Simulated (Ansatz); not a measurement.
# Electron scattering at the twin(10-12) boundary in hcp Ru, starting shift (0.5, 0), part 2 of 2

Aim: the relaxed structure and the specific resistance of the twin(10-12) boundary in hcp Ru, starting shift (0.5, 0).

Ansatz 0.2.0; Ansatz plane-wave DFT, PBE, PAW files; relaxation of a bicrystal slab with its lowest layers held; PAW set soft_1 (the session's first sound run).

So far. Step 2 (Relaxing the bicrystal): The largest force component on a free atom ends at 0.0097 eV/Å, under the tolerance of 0.03, after 8 steps.

**3. Transmission across the boundary**

Bulk layers of each grain are laid under and over the relaxed boundary, and a lead is named in the middle of each, away from the free faces. The mesh across the current, 10×24, is finer than the density's, because channels open and close sharply across the zone. Energies from -0.1 to 0.1 eV in steps of 0.05 eV are too few for the program's thermal sum, so it prints no conductance; for a metal the transmission near the Fermi level serves, at a fraction of the cost.

This step: Ansatz plane-wave DFT, PBE, PAW files; ballistic transport by layer matching (Landauer), zero bias; boundary relaxed in a short slab, bulk layers laid on; PAW set soft_1 (Ansatz 0.2.0).

System of this step: twin(10-12) boundary in hcp Ru, starting shift (0.5, 0). The cell holds 58 atoms: 58 Ru. Its edges and angles: a = 6.348 Å, b = 2.706 Å, c = 53.489 Å, α = 90.0°, β = 90.0°, γ = 90.0°. It derives from Ru. Regions: lower grain, 22 atoms (22 Ru); boundary, 18 atoms (18 Ru); upper grain, 18 atoms (18 Ru). Vacuum lies along c.

File input.yaml:

```yaml
crystal:
  lattice:
    - [6.3481279548, 0.0, 0.0]
    - [0.0, 2.7058, 0.0]
    - [0.0, 0.0, 53.4885749375]
  atoms:
    - { symbol: Ru, position: [4.837733358, -6.5833333333, 0.0747823251] }
    - { symbol: Ru, position: [4.1560563199, -7.0833333334, 0.0944822643] }
    - { symbol: Ru, position: [4.5652178008, -6.0833333333, 0.1043322339] }
    - { symbol: Ru, position: [3.8835407627, -6.5833333334, 0.1240321731] }
    - { symbol: Ru, position: [4.2927022436, -5.5833333333, 0.1338821428] }
    - { symbol: Ru, position: [3.6110252055, -6.0833333334, 0.153582082] }
    - { symbol: Ru, position: [4.0201866864, -5.0833333333, 0.1634320516] }
    - { symbol: Ru, position: [3.3385096483, -5.5833333334, 0.1831319908] }
    - { symbol: Ru, position: [3.7476711292, -4.5833333333, 0.1929819604] }
    - { symbol: Ru, position: [3.0659940911, -5.0833333334, 0.2126818996] }
    - { symbol: Ru, position: [3.475155572, -4.0833333333, 0.2225318693] }
    - { symbol: Ru, position: [2.7934785339, -4.5833333334, 0.2422318085] }
    - { symbol: Ru, position: [3.2026400148, -3.5833333333, 0.2520817781] }
    - { symbol: Ru, position: [2.5209629767, -4.0833333334, 0.2717817173] }
    - { symbol: Ru, position: [2.9301244576, -3.0833333333, 0.2816316869] }
    - { symbol: Ru, position: [2.2484474195, -3.5833333334, 0.3013316261] }
    - { symbol: Ru, position: [2.6576089004, -2.5833333333, 0.3111815957] }
    - { symbol: Ru, position: [1.9759318623, -3.0833333334, 0.330881535] }
    - { symbol: Ru, position: [2.3850933432, -2.0833333333, 0.3407315046] }
    - { symbol: Ru, position: [1.7034163051, -2.5833333334, 0.3604314438] }
    - { symbol: Ru, position: [2.112577786, -1.5833333333, 0.3702814134] }
    - { symbol: Ru, position: [1.4309007479, -2.0833333334, 0.3899813526] }
    - { symbol: Ru, position: [0.8400622288, 0.9166666667, 0.3998313222] }
    - { symbol: Ru, position: [0.1583851907, 0.4166666667, 0.4195312615] }
    - { symbol: Ru, position: [0.5674897483, 0.4166666667, 0.4287274314] }
    - { symbol: Ru, position: [0.8786978933, 0.9166666667, 0.4491846979] }
    - { symbol: Ru, position: [0.2879720256, 0.9166666667, 0.4593263187] }
    - { symbol: Ru, position: [0.6046869474, 0.4166666667, 0.4777336344] }
    - { symbol: Ru, position: [0.0349182355, 0.4166666667, 0.4897245852] }
    - { symbol: Ru, position: [0.3339698367, 0.9166666667, 0.5147091792] }
    - { symbol: Ru, position: [0.7427064746, 0.9166666667, 0.5146193843] }
    - { symbol: Ru, position: [0.0348173306, 0.4166666667, 0.5392585347] }
    - { symbol: Ru, position: [0.6036175155, 0.4166666667, 0.5514922445] }
    - { symbol: Ru, position: [0.2878552578, 0.9166666667, 0.5698481753] }
    - { symbol: Ru, position: [0.8794078335, 0.9166666667, 0.5799166825] }
    - { symbol: Ru, position: [0.5656251985, 0.4166666667, 0.6002001659] }
    - { symbol: Ru, position: [0.1565511641, 0.4166666667, 0.6095364699] }
    - { symbol: Ru, position: [0.8383228416, 0.9166666667, 0.6297524981] }
    - { symbol: Ru, position: [0.4293990245, 0.9166666667, 0.6394849797] }
    - { symbol: Ru, position: [0.1116924837, 0.4166666667, 0.6593520719] }
    - { symbol: Ru, position: [1.7022227922, -1.5833333334, 0.669118465] }
    - { symbol: Ru, position: [2.3838998303, -1.0833333333, 0.6888184043] }
    - { symbol: Ru, position: [1.9747383494, -2.0833333334, 0.6986683739] }
    - { symbol: Ru, position: [2.6564153875, -1.5833333333, 0.7183683131] }
    - { symbol: Ru, position: [2.2472539066, -2.5833333334, 0.7282182827] }
    - { symbol: Ru, position: [2.9289309447, -2.0833333333, 0.7479182219] }
    - { symbol: Ru, position: [2.5197694638, -3.0833333334, 0.7577681915] }
    - { symbol: Ru, position: [3.2014465019, -2.5833333333, 0.7774681307] }
    - { symbol: Ru, position: [2.792285021, -3.5833333334, 0.7873181004] }
    - { symbol: Ru, position: [3.4739620591, -3.0833333333, 0.8070180396] }
    - { symbol: Ru, position: [3.0648005782, -4.0833333334, 0.8168680092] }
    - { symbol: Ru, position: [3.7464776163, -3.5833333333, 0.8365679484] }
    - { symbol: Ru, position: [3.3373161354, -4.5833333334, 0.846417918] }
    - { symbol: Ru, position: [4.0189931735, -4.0833333333, 0.8661178572] }
    - { symbol: Ru, position: [3.6098316926, -5.0833333334, 0.8759678269] }
    - { symbol: Ru, position: [4.2915087307, -4.5833333333, 0.8956677661] }
    - { symbol: Ru, position: [3.8823472498, -5.5833333334, 0.9055177357] }
    - { symbol: Ru, position: [4.5640242879, -5.0833333333, 0.9252176749] }
kpoints:
  mp_grid: { grid: [4, 9, 1] }
hamiltonian:
  xc: pbe
  pseudopotentials: { kind: paw, azcp: { folder: soft_1 } }
scf:
  occupations: { method: fermi_dirac, width: 0.1 }
output:
  transmission:
    leads: [[12, 14], [46, 48]]
    kmesh: [10, 24]
    e_range: [-0.1, 0.1]
    de: 0.05
  write_potential: true
  write_density: true
  volumetric_format: npy
  elf: true
```

Launch:

```
$ ansatz run input.yaml --threads 4 --pin off --max-ram 15360MiB --backend cpu --events-out ev --progress --plain --runs-dir out
```

Numbers of over 12 decimals in the logs are rounded to 6 here.

The log of the run:

```text
[...]
Crystal: 58 atoms, lattice volume = 918.761 Å³
Basis set: ecut = 420 eV, 18031 PW (Γ)
Bands: 557, of which v1, the nominal top of the filled ones, is band 464 counted from 1 (463 counted from 0)
Symmetry: 2 space group operations
[...]
k-points: 15 of 36 (time reversal used)
[...]
SCF iter   1: F=—  HF=-340996.372730 eV  |F-HF|=—  |Δ(HF+E_count)|=         —  Δρ=1.12e-1  dr2=3.26e2  ethr=3.10e-3  ⟨swp⟩=6.6  Hψ=28998  notcnv=0
[...]
SCF iter  12: F=-340959.501683 eV  HF=-340959.501683 eV  |F-HF|=2.32e-8  |Δ(HF+E_count)|=   1.95e-8  Δρ=1.71e-6  dr2=4.92e-8  ethr=1.08e-11  ⟨swp⟩=9.1  Hψ=23295  notcnv=0
SCF 1 converged in 12 iterations: F = -340959.501683 eV  dr2 = 4.92e-8
[...]
transmission: 601 of 6006 steps passed
transmission: 1202 of 6006 steps passed
[...]
transmission: 6006 of 6006 steps passed
WARN: The input density's exchange-correlation potential varies sharply where the density is thin. Do not read a vacuum level from v_tot or v_xc, or from such a field of the output density. On a cell that repeats whose density bears no net charge and no dipole along the vacuum's axis use v_es (v_loc + v_h of the components); under efield.dipole_correction with no amplitude use v_es + v_field, which holds any external [...]
SCF converged after 12 iterations
the last check of whether an eigenvalue changes by more than its tolerance under the output density was not made (no_room)
Free energy (F): -340959.501683 eV
[...]
Internal energy: -340957.823706 eV  (E = F + TS)
E sigma→0 (E₀):  -340958.662694 eV
Entropy (-TS):   -1.677977 eV (-28.931 meV/atom)
Fermi energy:    19.373795 eV
[...]
--- Band table (eV; the first three rows and the last of 15) ---
  k-point 0: bands = [... 460 lower, 18.8949, 18.9078, 18.9425, 18.9691, 19.0390, 19.0648, 19.1142, 19.1572, ... 89 higher]
  k-point 1: bands = [... 460 lower, 18.6617, 18.7149, 18.7238, 18.7448, 18.7591, 18.7864, 18.8429, 18.8905, ... 89 higher]
  k-point 2: bands = [... 460 lower, 18.6009, 18.6403, 18.6885, 18.7248, 18.7660, 18.7978, 18.8522, 18.9145, ... 89 higher]
  k-point 14: bands = [... 460 lower, 20.2751, 20.3404, 20.3695, 20.3980, 20.4038, 20.4204, 20.4669, 20.4756, ... 89 higher]
--- Transmission ---
  basis      : 149 plane waves across, 77 finite elements along
  points     : 78, standing for a mesh of 10 x 24
  energies   : 5 from -0.100000 to 0.100000 eV about the Fermi level, 0.050000 eV apart; the leads are filled to 0.000000 eV, and channels, transmission and decay are at 0.000000 eV
  crystal 0  : Ru4, at the sites [12, 14], period 3.1612 Å, over 18.97 Å; its Hamiltonian steps by up to 36.2 meV: too much for a lead, lay more layers or, if its atoms are ordered, name the step of that order
    offset         : up to 0.0000 Å between an atom of the period and one for which it stands
    channels       : 3.833333e0 a spin
    conductance    : none, the energies end too early or step too widely for 300 K: set another output.transmission.e_range or a lower de, or, where they end at an eighth of basis.ecutwfc, a higher one
[...]
channels       : 3.850000e0 a spin
[...]
junction   : crystal 0 to crystal 1, 13.39 to 38.33 Å
    transmission   : 1.926664e0 a spin
[...]
```

Wall time 24 min (4 threads of Arm Neoverse V1, shared host); peak memory 10 GiB.

This step gave:

```
free energy                                    : -340959.5017 eV
energy at zero smearing                        : -340958.6627 eV
Fermi energy                                   : 19.37 eV
cell area                                      : 17.18 Å²
transmission per spin nearest the Fermi level  : 1.927
open channels per spin nearest the Fermi level : 3.833
open channels per spin, upper lead             : 3.85
step of the lead's potential                   : 36.2 meV
step of the upper lead's potential             : 33 meV
```

Per spin. The transmission, zone mean by energy, zero at the Fermi level:

```csv
energy (eV),"transmission, zone mean"
-0.1000,2.03
-0.0500,1.99
0.0000,1.93
0.0500,1.92
0.1000,1.94
```

Per spin. Table of open channels, zone mean by energy, zero at the Fermi level:

```csv
energy (eV),lead,upper lead
-0.1000,3.96,3.92
-0.0500,3.92,3.95
0.0000,3.83,3.85
0.0500,3.73,3.75
0.1000,3.82,3.77
```

Transmission over k1 and k2. At 0.0000 eV from the Fermi level.

Ten even steps from '_' (0.21) to '@' (5.75):
```
__..====##==##====..
____::==------==::__
____::::--::--::::__
....::....__....::..
::::____......____::
++--::..........::--
====..............==
++==::..........::==
**==--....::....--==
**++++::......::++++
@@##**==++--++==**##
@@##**++++::++++**##
@@##**==++--++==**##
**++++::......::++++
**==--....::....--==
++==::..........::==
====..............==
++--::..........::--
::::____......____::
....::....__....::..
____::::--::--::::__
____::==------==::__
__..====##==##====..
____====**..**====__
```
Columns: k1 (b1) from -0.5 to 0.4; rows upwards: k2 (b2) from -0.5 to 0.458.

Open channels over k1 and k2. At 0.0000 eV from the Fermi level.

Ten even steps from '_' (2.00) to '@' (8.00):
```
__..----%%..%%----..
____..--++..++--..__
____....--..--....__
____......__......__
----__..------..__--
**--..............--
--++..............++
------..........----
**++++..........++++
**++**--......--**++
@@%%**++++--++++**%%
@@%%****++--++****%%
@@%%**++++--++++**%%
**++**--......--**++
**++++..........++++
------..........----
--++..............++
**--..............--
----__..------..__--
____......__......__
____....--..--....__
____..--++..++--..__
__..----%%..%%----..
____----**__**----__
```
Columns: k1 (b1) from -0.5 to 0.4; rows upwards: k2 (b2) from -0.5 to 0.458.

Valence density in the ca plane at fractional y = 0.417, with atoms of Ru within 0.2 Å of it. It is the smooth field of the valence electrons, not physical close to the nuclei.

Ten even steps from '0' (0 e/Å³) to '9' (11 e/Å³), each cell a mean:
```
00000000000000000000000000001464100000000000
00000000000023100000000000002697200000000000
00000000000268510003420000001585100000000000
00111000000279610026962000000232000000000000
02563100000145310026962000000000000000000000
03896100000011000013431000000000000000000000
02674100000000000000100000000000000000000000
00221000000000000000000000000000000000000000
00000000000000000000000000000000000000000000
00000000000000000000244100001100000000000000
00012100000000000001488300025520000000000000
00146520001221000001488300048951000000000000
00169830014773000000243100037740000000000000
00147520015983000000000000013310000000000000
00012100003552000000000000000000000000000000
00000000000110000000000000000000000000000000
00000000000000000000000000000010000000000000
```
Columns run along c (16.0 Å, from fractional 0.70 to 1.00 of the cell), rows up along a (6.3 Å). Atoms in or near the plane, at fractional coordinates: Ru at (0.72, 0.66), Ru at (0.73, 0.25), Ru at (0.78, 0.20), Ru at (0.79, 0.79), Ru at (0.84, 0.75), Ru at (0.85, 0.34), Ru at (0.90, 0.29), Ru at (0.91, 0.88).

ELF in the ca plane at fractional y = 0.417, with atoms of Ru within 0.2 Å of it. It is the smooth field of the valence electrons, not physical close to the nuclei.

Ten even steps from '0' (0.00) to '9' (0.60), each cell a mean:
```
44444444455445444554334554546999621110000000
55444455454588744544544544447989842221000000
54433554444799964458985343446999743432100000
44676444434898975579997333445787545543100000
47999534433699854479897444454444455543210000
58989634444466545458985454444334555554210000
47999544455433455445654554444334445665310000
44786455454444454454554554444334456665310000
44444454444444444454455445543334555654210000
45544444555434554554799645446644555543210000
55467744544434554445999955579985454432100000
54599974446885444435999955699896343321000000
43698985459998434444799644589995333210000000
43599974569899444454455445468874332100000000
44467744458997444455434555445555432100000000
45433445545664454444444454554555421100000000
55443455444454554444444454544576321100000000
```
Columns run along c (16.0 Å, from fractional 0.70 to 1.00 of the cell), rows up along a (6.3 Å). Atoms in or near the plane, at fractional coordinates: Ru at (0.72, 0.66), Ru at (0.73, 0.25), Ru at (0.78, 0.20), Ru at (0.79, 0.79), Ru at (0.84, 0.75), Ru at (0.85, 0.34), Ru at (0.90, 0.29), Ru at (0.91, 0.88).

Electrostatic potential energy in the ca plane at fractional y = 0.417, with atoms of Ru within 0.2 Å of it. With pseudopotentials it is smooth inside the atoms' cores, unlike the true potential.

Values in eV, 9 rows by 16 columns, each cell a mean:
```
 19  21  18  19  -1   8  18  13  19  19 -28 -43  19  24  24  24
 14   9  20  16 -53 -27   3 -46   9  21 -22 -36  20  24  24  24
-20 -48  17  19 -29 -10  -2 -61   5  20  16  14  21  23  24  24
-16 -43  16  19  17  18  16   2  17  18  21  20  19  23  24  24
 16  11  19  18  21  19  19   6   8  19  16  19  20  23  24  24
 18 -10   9  17  11  19  18 -41 -36  10 -40   5  23  24  24  24
 12 -62 -17  -7 -49  14  20 -27 -23   5 -64  -4  23  24  24  24
 17 -28   1  -9 -54  12  19  16  16  17  -3  16  24  24  24  24
 19  18  19  16   6  19  18  21  19  19  12  10  22  24  24  24
```
Columns run along c (16.0 Å, from fractional 0.70 to 1.00 of the cell; values clipped at the 3rd and 97th percentile), rows up along a (6.3 Å). Atoms in or near the plane, at fractional coordinates: Ru at (0.72, 0.66), Ru at (0.73, 0.25), Ru at (0.78, 0.20), Ru at (0.79, 0.79), Ru at (0.84, 0.75), Ru at (0.85, 0.34), Ru at (0.90, 0.29), Ru at (0.91, 0.88).

Over the solved energies the transmission per spin lies between 1.92 and 2.03, out of 3.85 channels of the lead on average (up to 3.96). The log calls the step of a lead's potential too much.

**4. Specific resistance**

This step: Ansatz plane-wave DFT, PBE, PAW files; ballistic transport by layer matching (Landauer), zero bias; specific resistance of the boundary; PAW set soft_1 (Ansatz 0.2.0).

This step gave:

| Property | Result |
| --- | --- |
| area resistance | 0.5537 fΩ m² |
| T over the leads' mean channel count | 0.5099 |

Averaged over the energies near the Fermi level, 51.0 % of the channels pass, which makes 0.554 fΩ m².

By hand, with T and the leads' channels N averaged over the energies near the Fermi level: RA = A (h/2e²)(1/T − ½[1/N₁ + 1/N₂]) = 17.18×10⁻²⁰ m² × 12 906 Ω × (1/1.962 − ½[1/3.851 + 1/3.847]) = 0.554 fΩ m².

**5. Summary of results**

```
specific resistance of the boundary : 0.554 fΩ m²
share of channels that pass         : 0.510
```

In words: The boundary has a specific resistance of 0.55 fΩ m². The boundary reflects 49 % of the channels; 0.55 fΩ m² is 5.5×10⁻¹² Ω·cm². One starting structure was relaxed; another shift or atom count at the boundary may lie lower. A lead's potential steps by up to 36 meV from period to period, which the log calls too much, so longer leads could move the result.

[Logs are printed without paths, hosts, clocks, repeated set-up lines and the standing remarks that a program may print on its own settings, such as how far it seeks lower states.]

[Hosts, paths, dates, database ids (printed as entryN), source tags and the programs' standing remarks are cut or masked in the printed files.]
